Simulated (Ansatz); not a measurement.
**CdH2Se2 (built on the sites of a database entry of CdH2O2): a soft mode frozen in**

Aim: this structure of CdH2Se2 (built on the sites of a database entry of CdH2O2) is to be tested for unstable modes, and one is followed downhill.

Main program and level: Ansatz 0.2.0; DFT PBEsol, scalar-relativistic, plane waves, PAW.

The structure was built from a prototype and need not be the compound's stable phase.

## (1) Starting point

The structure is trigonal, space group P-3m1 (No. 164). The conventional cell has a = 4.323 Å, b = 4.323 Å, c = 5.900 Å, α = 90.00°, β = 90.00°, γ = 120.00°. Nearest to Cd lie 6 Se at 2.81 Å. H has 1 Se at 1.49 Å nearest. Nearest to Se lie 1 H at 1.49 Å and 3 Cd at 2.81 Å. Farther neighbours and most contacts between anions are not listed.

## (2) Response at finite wavevector

The cell comes from relaxations at this level that are not shown. Stability and thermal properties need the whole zone. Linear response on a 3×3×2 q mesh gives force constants as far as a supercell of that size would, and the tensors from the zone-centre run are typed in so that the long-range dipole term is interpolated apart.

File input.yaml:

```yaml
crystal:
  lattice:
    - [4.3232027575, 3.0369e-06, 0.0]
    - [-2.1616040088, 3.7440018952, 0.0]
    - [0.0, 0.0, 5.8999750515]
  atoms:
    - { symbol: Cd, position: [0.0, 0.0, 0.0] }
    - { symbol: H, position: [0.6666666667, 0.3333333333, 0.5300719046] }
    - { symbol: H, position: [0.3333333333, 0.6666666667, 0.4699280954] }
    - { symbol: Se, position: [0.6666666667, 0.3333333333, 0.7823062415] }
    - { symbol: Se, position: [0.3333333333, 0.6666666667, 0.2176937585] }
kpoints:
  mp_grid: { grid: [6, 6, 4] }
hamiltonian:
  xc: pbesol
scf:
  occupations: { method: fixed }
output:
  eigenvalues: true
phonons:
  method: dfpt
  qmesh: [3, 3, 2]
  temperatures: { t_max: 1000, t_step: 50 }
  qpath:
    path:
      - [[0.0, 0.0, 0.0], [0.5, 0.0, 0.0], [0.33333333, 0.33333333, 0.0], [0.0, 0.0, 0.0], [0.0, 0.0, 0.5], [0.5, 0.0, 0.5], [0.33333333, 0.33333333, 0.5], [0.0, 0.0, 0.5]]
      - [[0.5, 0.0, 0.5], [0.5, 0.0, 0.0]]
      - [[0.33333333, 0.33333333, 0.5], [0.33333333, 0.33333333, 0.0]]
    npoints: 10
  non_analytic_term:
    high_frequency_dielectric_tensor: [[6.8052, 0.0, 0.0], [0.0, 6.8052, 0.0], [0.0, 0.0, 5.1666]]
    born_effective_charges:
      - { species: Cd, tensor: [[2.9917, 0.0, 0.0], [0.0, 2.9917, 0.0], [0.0, 0.0, 1.7419]] }
      - { species: H, tensor: [[-0.0907, 0.0, 0.0], [0.0, -0.0907, 0.0], [0.0, 0.0, 0.1235]] }
      - { species: H, tensor: [[-0.0907, 0.0, 0.0], [0.0, -0.0907, 0.0], [0.0, 0.0, 0.1235]] }
      - { species: Se, tensor: [[-1.4052, 0.0, 0.0], [0.0, -1.4052, 0.0], [0.0, 0.0, -0.9944]] }
      - { species: Se, tensor: [[-1.4052, 0.0, 0.0], [0.0, -1.4052, 0.0], [0.0, 0.0, -0.9944]] }
    source: "zone-centre run at this cell"
```

On the command line:

```
ansatz run input.yaml --threads 8 --pin off --max-ram 14336MiB --backend cpu --events-out ev --progress --plain --runs-dir out
```

Numbers of over 12 decimals in the logs are rounded to 6 here.

What it wrote:

```text
Warning: phonons: the dynamical matrix that this run interpolates holds no multipole term above the dipole-dipole one, and a site of this crystal is no centre of inversion, so its interpolated transverse optical and acoustic branches and sound speeds can stay off near Gamma, and the density of states and the thermodynamics with them. What a run solves at a wave vector of phonons.qpoints, Gamma apart, where the deck admits one, is free of this, and under fd what a larger phonons.supercell samples
Engine: ansatz 0.2.0, x86_64-unknown-linux-gnu
Pseudopotentials: kind: paw
Pseudopotential: Cd, paw, valence charge 20, recommended cutoff 420 eV (normal), Cd.paw.azcp
Pseudopotential: H, paw, valence charge 1, recommended cutoff 420 eV (normal), H.paw.azcp
Pseudopotential: Se, paw, valence charge 16, recommended cutoff 420 eV (normal), Se.paw.azcp
Functional definition: PBEsol
  exchange = pbesol_x
  correlation = pbesol_c
Crystal: 5 atoms, lattice volume = 95.498 Å³
Basis set: ecut = 420 eV, 1873 PW (Γ), exchange–correlation on 60×60×80 points (8 copies of the dense FFT grid, shifted against one another)
Bands: 33, of which v1, the nominal top of the filled ones, is band 27 counted from 1 (26 counted from 0)
Symmetry: 12 space group operations
k-points: 24 of 144
Non-local potential: Cd, projectors of the file, l = 0: 3, l = 1: 2, l = 2: 2, l = 3: 1
Non-local potential: H, projectors of the file, l = 0: 2, l = 1: 1
Non-local potential: Se, projectors of the file, l = 0: 2, l = 1: 2, l = 2: 3, l = 3: 1
PAW form: soft (Blöchl's): semilocal exchange-correlation on the pseudo side does not see the compensation charge
PAW frozen core: Cd, regenerated for the run's functional, and the local potential with it (the file was generated under x = pbe(κ = 0.804, μ = 0.219515), c = pbe(β = 0.066725))
PAW frozen core: Se, regenerated for the run's functional, and the local potential with it (the file was generated under x = pbe(κ = 0.804, μ = 0.219515), c = pbe(β = 0.066725))
PAW one-centre angular grid: Cd, 590 points (default); XC on 64 Gauss nodes
PAW one-centre angular grid: H, 110 points (default); XC on 64 Gauss nodes
PAW one-centre angular grid: Se, 590 points (default); XC on 64 Gauss nodes
Initial density: superposition of atomic densities (neutral atoms: chi_scale 0, normalization atom), corrected by the library's trained network
Initial wavefunctions: pseudopotential atomic-orbital guess
Functional: x = pbesol(κ = 0.804, μ = 0.123457), c = pbesol(β = 0.046)
SCF iter   1: F=—  HF=-19064.452541 eV  |F-HF|=—  |Δ(HF+E_count)|=         —  Δρ=5.38e-3  dr2=2.35e-2  ethr=1.77e-3  ⟨swp⟩=4.8  Hψ=2629  notcnv=0  defer=89
preconditioner: auto → Resta (q_TF=auto, 2.481 Å⁻¹)  ε∞=3.9  [insulator: Δε(μ)=0.919 eV  Ē_g=11.435 eV  n_scr=22 (ndim 8)  ℏωp=19.4 eV  f_vac=0.141  ε∞_Penn≈3.9]
SCF iter   2: F=—  HF=-19064.446814 eV  |F-HF|=—  |Δ(HF+E_count)|=   5.73e-3  Δρ=2.42e-3  dr2=5.22e-3  ethr=4.36e-5  ⟨swp⟩=2.7  Hψ=1523  notcnv=0  defer=94
SCF iter   3: F=—  HF=-19064.445775 eV  |F-HF|=—  |Δ(HF+E_count)|=   1.04e-3  Δρ=5.11e-4  dr2=3.71e-4  ethr=9.67e-6  ⟨swp⟩=2.0  Hψ=1007  notcnv=0  defer=94
SCF iter   4: F=—  HF=-19064.445815 eV  |F-HF|=—  |Δ(HF+E_count)|=   3.97e-5  Δρ=1.88e-4  dr2=4.24e-5  ethr=6.88e-7  ⟨swp⟩=2.0  Hψ=1113  notcnv=0  defer=94
SCF iter   5: F=—  HF=-19064.445853 eV  |F-HF|=—  |Δ(HF+E_count)|=   3.79e-5  Δρ=5.22e-5  dr2=4.13e-6  ethr=7.86e-8  ⟨swp⟩=2.2  Hψ=1252  notcnv=0  defer=51
SCF iter   6: F=—  HF=-19064.445852 eV  |F-HF|=—  |Δ(HF+E_count)|=   7.27e-7  Δρ=2.51e-5  dr2=6.39e-7  ethr=7.65e-9  ⟨swp⟩=2.0  Hψ=1303  notcnv=0  defer=42
SCF iter   7: F=—  HF=-19064.445853 eV  |F-HF|=—  |Δ(HF+E_count)|=   9.68e-7  Δρ=9.56e-6  dr2=9.91e-8  ethr=1.18e-9  ⟨swp⟩=2.0  Hψ=1375  notcnv=0  defer=42
SCF iter   8: F=—  HF=-19064.445854 eV  |F-HF|=—  |Δ(HF+E_count)|=   2.98e-7  Δρ=2.17e-6  dr2=8.94e-9  ethr=1.84e-10  ⟨swp⟩=2.5  Hψ=1291  notcnv=0  defer=48
SCF iter   9: F=—  HF=-19064.445854 eV  |F-HF|=—  |Δ(HF+E_count)|=   3.55e-8  Δρ=5.19e-7  dr2=6.30e-10  ethr=1.66e-11  ⟨swp⟩=2.0  Hψ=1063  notcnv=0  defer=50
SCF iter  10: F=—  HF=-19064.445854 eV  |F-HF|=—  |Δ(HF+E_count)|=   1.13e-9  Δρ=2.05e-7  dr2=4.66e-11  ethr=1.17e-12  ⟨swp⟩=2.0  Hψ=1039  notcnv=0  defer=50
SCF iter  11: F=-19064.445854 eV  HF=-19064.445854 eV  |F-HF|=7.28e-12  |Δ(HF+E_count)|=  4.00e-11  Δρ=3.82e-8  dr2=1.25e-12  ethr=1.00e-12  ⟨swp⟩=10.2  Hψ=4300  notcnv=0
SCF 1 converged in 11 iterations: F = -19064.445854 eV  dr2 = 1.25e-12
  greatest PAW one-centre occupation: 1.000 electrons in one spin orbital (limit 2), on the Cd atom at site 0 (counted from 0), in its partial waves of l = 0
NSCF: frozen V_eff on 24 k-points
NSCF: frozen V_eff on 76 k-points
DFPT response loops at q = (0, 0, 0) (fractional): preconditioner auto → Resta (q_TF=auto, 2.481 Å⁻¹)  ε∞=8.1 (no band partly filled); β = 1.00, the filter's whole step (`scf.mixing.beta` (0.50) is not read by the response loops at its default; to damp them type it under 1.00, their step now; it binds the ground state too); Broyden in place of MSR1
NSCF: frozen V_eff on 152 k-points
DFPT response loops at q = (0, 0, -0.5) (fractional): mixed as the last ones told, above
NSCF: frozen V_eff on 288 k-points
DFPT response loops at q = (0, 0.333333, 0) (fractional): mixed as the last ones told, above
NSCF: frozen V_eff on 288 k-points
DFPT response loops at q = (0, 0.333333, -0.5) (fractional): mixed as the last ones told, above
NSCF: frozen V_eff on 288 k-points
DFPT response loops at q = (0.333333, 0.333333, 0) (fractional): mixed as the last ones told, above
NSCF: frozen V_eff on 288 k-points
DFPT response loops at q = (0.333333, 0.333333, -0.5) (fractional): mixed as the last ones told, above
SCF converged after 11 iterations
Free energy (F): -19064.445854 eV
Harris-Foulkes:  -19064.445854 eV  (|F-HF|=7.28e-12)
Internal energy: -19064.445854 eV  (E = F + TS)
E sigma→0 (E₀):  -19064.445854 eV
Fermi energy:    6.113096 eV
--- Per-component energies (eV) ---
  E_band       = -1355.648661
  E_kinetic    = 766.930198
  E_local      = -9749.536741  (includes V_loc(G=0)·N_el)
  E_nonlocal   = -1144.946463
  E_hartree    = 4658.104677
  E_xc         = -398.205055
  E_vxc        = -438.109418  (∫ρ·V_xc dr)
  E_paw        = -7751.171763  (= ΣΔE_a)
  E_vpaw       = -106.192167  (= ΣTr[D̂ρ^β])
  E_aug_tail   = -0.003408  (compensation charges beyond the density's cutoff)
  E_ewald      = -5447.976159
  E_core_change = 2.358861  (= ΣΔE_core)
  E_smearing   = -0.000000  (= −TS)
  E_closure    = -0.000000  (closes the sum)
  Σ components = -19064.445854   (vs F -19064.445854, Δ=0.00e0)
--- Band table (eV; the first three rows and the last of 24) ---
  k-point 0: bands = [... 23 lower, 5.3302, 5.3302, 5.4098, 5.4098, 7.0347, 8.3233, 11.7299, 12.0499, ... 2 higher]
  k-point 1: bands = [... 23 lower, 5.2169, 5.2169, 5.5529, 5.5529, 7.6015, 8.7030, 11.2308, 11.7477, ... 2 higher]
  k-point 2: bands = [... 23 lower, 5.1642, 5.1642, 5.6359, 5.6359, 8.4692, 9.2109, 9.8648, 11.5132, ... 2 higher]
  k-point 23: bands = [... 23 lower, 1.7457, 3.8815, 5.0404, 5.0404, 9.9826, 9.9826, 10.2072, 12.5575, ... 2 higher]
--- Phonons (Γ-DFPT): 6 representative perturbations + reference (Σ response iterations 24) ---
  ASR residual: 1.950e-5 → 0.000e0 eV/Å²; symmetrization residual: 2.419e-6 eV/Å²
  ASR residual per site (eV/Å²): 5.73e-6 1.95e-5 1.95e-5 6.91e-6 6.91e-6
  Γ frequencies (cm⁻¹): 0.00 0.00 0.00 45.63 45.63 89.27 89.27 114.87 144.33 213.10 213.10 427.13 427.13 2238.64 2241.30
--- Phonons (arbitrary-q DFPT): 6 irreducible q on the 3×3×2 mesh ---
  q = [0.0000, 0.0000, 0.0000] (star 1, of the zone-centre solve; hermiticity 1.35e-7, symmetrization 5.58e-8): -0.00 0.00 0.00 45.63 45.63 89.27 89.27 114.87 144.33 213.10 213.10 427.13 427.13 2238.64 2241.30
  q = [0.0000, 0.0000, -0.5000] (star 1, 6 solved perturbations in 300 linear systems a pass and spin channel, the states on 76 of 144 k-point pairs; hermiticity 3.20e-6, symmetrization 1.60e-6): 20.39 20.39 32.85 83.13 83.13 110.46 110.46 133.51 143.03 333.10 333.10 368.22 368.22 2229.21 2250.38
  q = [0.0000, 0.3333, 0.0000] (star 6, 9 solved perturbations in 1116 linear systems a pass and spin channel, the states on 144 of 144 k-point pairs; hermiticity 1.14e-7, symmetrization 2.17e-7): -113.79 19.00 24.31 48.09 86.30 108.45 124.74 134.06 154.06 165.63 254.43 437.68 469.04 2236.05 2239.29
  q = [0.0000, 0.3333, -0.5000] (star 6, 9 solved perturbations in 1116 linear systems a pass and spin channel, the states on 144 of 144 k-point pairs; hermiticity 1.36e-7, symmetrization 5.48e-8): 10.98 24.05 59.17 80.17 93.30 117.10 123.28 136.14 148.35 326.96 355.48 380.95 420.40 2229.58 2242.91
  q = [0.3333, 0.3333, 0.0000] (star 2, 6 solved perturbations in 534 linear systems a pass and spin channel, the states on 144 of 144 k-point pairs; hermiticity 9.75e-8, symmetrization 1.64e-8): -128.65 21.26 44.08 44.08 89.57 89.57 132.88 145.62 145.62 163.28 347.04 347.04 515.93 2236.89 2236.89
  q = [0.3333, 0.3333, -0.5000] (star 2, 6 solved perturbations in 534 linear systems a pass and spin channel, the states on 144 of 144 k-point pairs; hermiticity 8.19e-7, symmetrization 2.94e-7): 8.69 37.90 37.90 87.74 87.74 115.26 127.33 146.91 146.91 342.10 373.74 396.79 396.79 2235.15 2235.15
  sum rule: each row above includes the acoustic sum rule's correction from the zone centre's row sums; it moved no ω² by more than (2.29 cm⁻¹)²
  mesh force constants: q→R imaginary residual 1.47e-16; ASR residual 1.950e-5 → 0.000e0 eV/Å²; symmetrization residual 1.421e-14 eV/Å²
  interpolated dispersion: 94 rows × 15 modes
  density of states and harmonic sums: on the 18×18×12 q-mesh, interpolated from the force constants of a 3×3×2 supercell (with the dipole–dipole term of supplied tensors)
  largest difference from the sums on the solved wave vectors: F 5.44e-2 eV, S 6.56e-5 and C_V 1.34e-5 eV/K
  zero-point energy: 0.410068 eV/cell   skipped modes (ω ≤ 0): 291, of them read as no rigid motion or as one in doubt: 288 (7.400e-1 modes/cell left out, lowest -134.48 cm⁻¹)   left out of the sums: 4.94e-2 of the cell's modes: C_V's classical limit lies that fraction below 3 k_B per atom; for a crystal, a wire or a layer, F and S can be off by more, and a phonons.interpolated_qmesh denser along its periods is the remedy for the sampling
```

Elapsed: 69 s, on 8 threads of AMD EPYC 9R45, shared host; peak memory 1.4 GiB; 8.4 min of CPU time.

The column dr2 measures how far the density is from self-consistency, as an energy; F and HF (Harris–Foulkes) agree once it is small.

Numbers from this step:

| Item | Value |
| --- | --- |
| gap on the k-mesh | 0.9216 eV |
| volume per atom | 19.10 Å³ |
| sum-rule residual before enforcement | 1.95e-5 eV/Å² |
| lowest frequency on the path | -134.5 cm⁻¹ |
| point group | -3m |
| highest frequency on the path or at a solved wavevector | 2250 cm⁻¹ |
| highest optical mode at the zone centre (no LO-TO term) | 2241 cm⁻¹ |
| lowest optical zone-centre mode | 45.63 cm⁻¹ |
| lowest mode on the q mesh (acoustic modes at Γ apart) | -128.7 cm⁻¹ |

Frequencies (cm⁻¹) solved at each irreducible wavevector; negative means imaginary. Frequencies by wavevector, by row:

| q in reciprocal lattice units | star | mode 1 | mode 2 | mode 3 | mode 4 | mode 13 | mode 14 | mode 15 |
| --- | --- | --- | --- | --- | --- | --- | --- | --- |
| 0 0 0 | 1 | 0 | 0 | 0 | 45.6 | 427.1 | 2239 | 2241 |
| 0 0 -0.5 | 1 | 20.4 | 20.4 | 32.9 | 83.1 | 368.2 | 2229 | 2250 |
| 0 0.3333 0 | 6 | -113.8 | 19 | 24.3 | 48.1 | 469 | 2236 | 2239 |
| 0 0.3333 -0.5 | 6 | 11 | 24.1 | 59.2 | 80.2 | 420.4 | 2230 | 2243 |
| 0.3333 0.3333 0 | 2 | -128.7 | 21.3 | 44.1 | 44.1 | 515.9 | 2237 | 2237 |
| 0.3333 0.3333 -0.5 | 2 | 8.7 | 37.9 | 37.9 | 87.7 | 396.8 | 2235 | 2235 |

Interpolated from a 3×3×2 q mesh, with the LO-TO term (at Γ the limit along the path; where Γ stands inside the path, tables give the limit on arrival). The phonon branches at the labelled points (cm⁻¹):

| point | branch 1 | branch 2 | branch 3 | branch 4 | branch 12 | branch 13 | branch 14 | branch 15 |
| --- | --- | --- | --- | --- | --- | --- | --- | --- |
| Γ | 0 | 0 | 0 | 46 | 427 | 427 | 2239 | 2241 |
| halfway | -90 | 20 | 26 | 44 | 434 | 456 | 2237 | 2240 |
| M | -134 | -39 | 29 | 58 | 442 | 481 | 2236 | 2238 |
| halfway | -130 | -26 | 39 | 53 | 404 | 503 | 2236 | 2238 |
| K | -129 | 21 | 44 | 44 | 347 | 516 | 2237 | 2237 |
| halfway | -95 | 25 | 34 | 46 | 423 | 472 | 2236 | 2240 |
| Γ | 0 | 0 | 0 | 46 | 427 | 427 | 2239 | 2241 |
| halfway | 14 | 14 | 23 | 83 | 411 | 411 | 2233 | 2248 |
| A | 20 | 20 | 33 | 83 | 368 | 368 | 2229 | 2250 |
| halfway | 6 | 24 | 58 | 81 | 364 | 406 | 2229 | 2246 |
| L | -13 | 20 | 52 | 78 | 400 | 430 | 2232 | 2239 |
| halfway | 4 | 36 | 42 | 81 | 397 | 418 | 2232 | 2238 |
| H | 9 | 38 | 38 | 88 | 397 | 397 | 2235 | 2235 |
| halfway | 22 | 24 | 58 | 90 | 381 | 406 | 2229 | 2244 |
| A | 20 | 20 | 33 | 83 | 368 | 368 | 2229 | 2250 |
| jump to L | -13 | 20 | 52 | 78 | 400 | 430 | 2232 | 2239 |
| halfway | -54 | -23 | 33 | 57 | 443 | 445 | 2233 | 2239 |
| M | -134 | -39 | 29 | 58 | 442 | 481 | 2236 | 2238 |
| jump to H | 9 | 38 | 38 | 88 | 397 | 397 | 2235 | 2235 |
| halfway | -23 | 40 | 40 | 70 | 373 | 474 | 2236 | 2236 |
| K | -129 | 21 | 44 | 44 | 347 | 516 | 2237 | 2237 |

Symmetry leaves 6 wavevectors to solve. The lowest mode among them, the acoustic zeros apart, lies at q = (0.333, 0.333, 0) and is imaginary, 128.7i cm⁻¹, so the energy falls along it. Between them the interpolated path dips to 134i cm⁻¹.

## (3) The mode frozen in, largest atomic shift 0 Å

The mode followed lies at q = (0.333, 0.333, 0) with frequency 128.6i cm⁻¹, the softest among the wavevectors solved. At small amplitude the distorted cell has space group no. 147 by a symmetry search on the positions. The undistorted cell that holds it gives the zero of energy on the same k mesh.

System of this step: CdH2Se2 (built on the sites of a database entry of CdH2O2). The structure is trigonal, space group P-3m1 (No. 164). Conventional cell: a = 4.323 Å, b = 4.323 Å, c = 5.900 Å, α = 90.00°, β = 90.00°, γ = 120.00°. Nearest to Cd lie 6 Se at 2.81 Å. Nearest to H lie 1 Se at 1.49 Å. Se has 1 H at 1.49 Å and 3 Cd at 2.81 Å nearest. Farther neighbours and most contacts between anions are not listed.

File input.yaml:

```yaml
crystal:
  lattice:
    - [0.0, 0.0, 5.8999750515]
    - [6.4848067663, -3.7439988583, 0.0]
    - [-5.2601e-06, 7.4880068274, 0.0]
  atoms:
    - { symbol: Cd, position: [0.0, 0.0, 0.0] }
    - { symbol: Cd, position: [0.0, 0.6666666667, 0.3333333333] }
    - { symbol: Cd, position: [0.0, 0.3333333333, 0.6666666667] }
    - { symbol: H, position: [0.5300719046, 0.3333333333, 0.3333333333] }
    - { symbol: H, position: [0.5300719046, 0.0, 0.6666666667] }
    - { symbol: H, position: [0.5300719046, 0.6666666667, 0.0] }
    - { symbol: H, position: [0.4699280954, 0.0, 0.3333333333] }
    - { symbol: H, position: [0.4699280954, 0.6666666667, 0.6666666667] }
    - { symbol: H, position: [0.4699280954, 0.3333333333, 1.0] }
    - { symbol: Se, position: [0.7823062415, 0.3333333333, 0.3333333333] }
    - { symbol: Se, position: [0.7823062415, 0.0, 0.6666666667] }
    - { symbol: Se, position: [0.7823062415, 0.6666666667, 0.0] }
    - { symbol: Se, position: [0.2176937585, 0.0, 0.3333333333] }
    - { symbol: Se, position: [0.2176937585, 0.6666666667, 0.6666666667] }
    - { symbol: Se, position: [0.2176937585, 0.3333333333, 1.0] }
kpoints:
  mp_grid: { grid: [4, 6, 6] }
hamiltonian:
  xc: pbesol
scf:
  occupations: { method: gaussian, width: 0.02 }
output:
  forces: true
  stress: true
  eigenvalues: true
```

What it wrote:

```text
[...]
Crystal: 15 atoms, lattice volume = 286.493 Å³
Basis set: ecut = 420 eV, 5623 PW (Γ), exchange–correlation on 80×108×108 points (8 copies of the dense FFT grid, shifted against one another)
Bands: 98, of which v1, the nominal top of the filled ones, is band 81 counted from 1 (80 counted from 0)
Symmetry: 36 space group operations
[...]
k-points: 24 of 144
[...]
k-point 0: bands = [... 77 lower, 5.3289, 5.3289, 5.4085, 5.4085, 7.0342, 8.3228, 9.2939, 9.2939, ... 8 higher]
  k-point 1: bands = [... 77 lower, 4.8497, 5.0022, 5.4848, 5.5955, 7.6733, 8.6513, 9.2025, 9.2964, ... 8 higher]
  k-point 2: bands = [... 77 lower, 5.2039, 5.3214, 5.6193, 5.7395, 8.7254, 8.7834, 9.3220, 9.3528, ... 8 higher]
  k-point 23: bands = [... 77 lower, 4.4024, 5.6239, 5.6239, 5.6239, 8.5873, 8.5873, 8.5873, 10.1614, ... 8 higher]
[key lines of the parts left out:]
SCF converged after 8 iterations
Free energy (F): -57193.344720 eV
Fermi energy:    6.573164 eV
P = ⅓ Tr σ = -0.0039 GPa (-0.039 kbar)
```

Wall time 2 s (8 threads); peak memory 1.6 GiB.

Numbers from this step:

```
pressure                         : -0.003895 GPa
gap on the k-mesh                : 0.9225 eV
energy from the undistorted cell : 0 meV/atom
```

At this level the gap is 0.92 eV on the k-mesh of the self-consistent run, which can miss the band edges.

[end of part 1 of 2]

[Logs are printed without paths, hosts, clocks, repeated set-up lines and the standing remarks that a program may print on its own settings, such as how far it seeks lower states.]

[Hosts, paths, dates, database ids (printed as entryN), source tags and the programs' standing remarks are cut or masked in the printed files.]
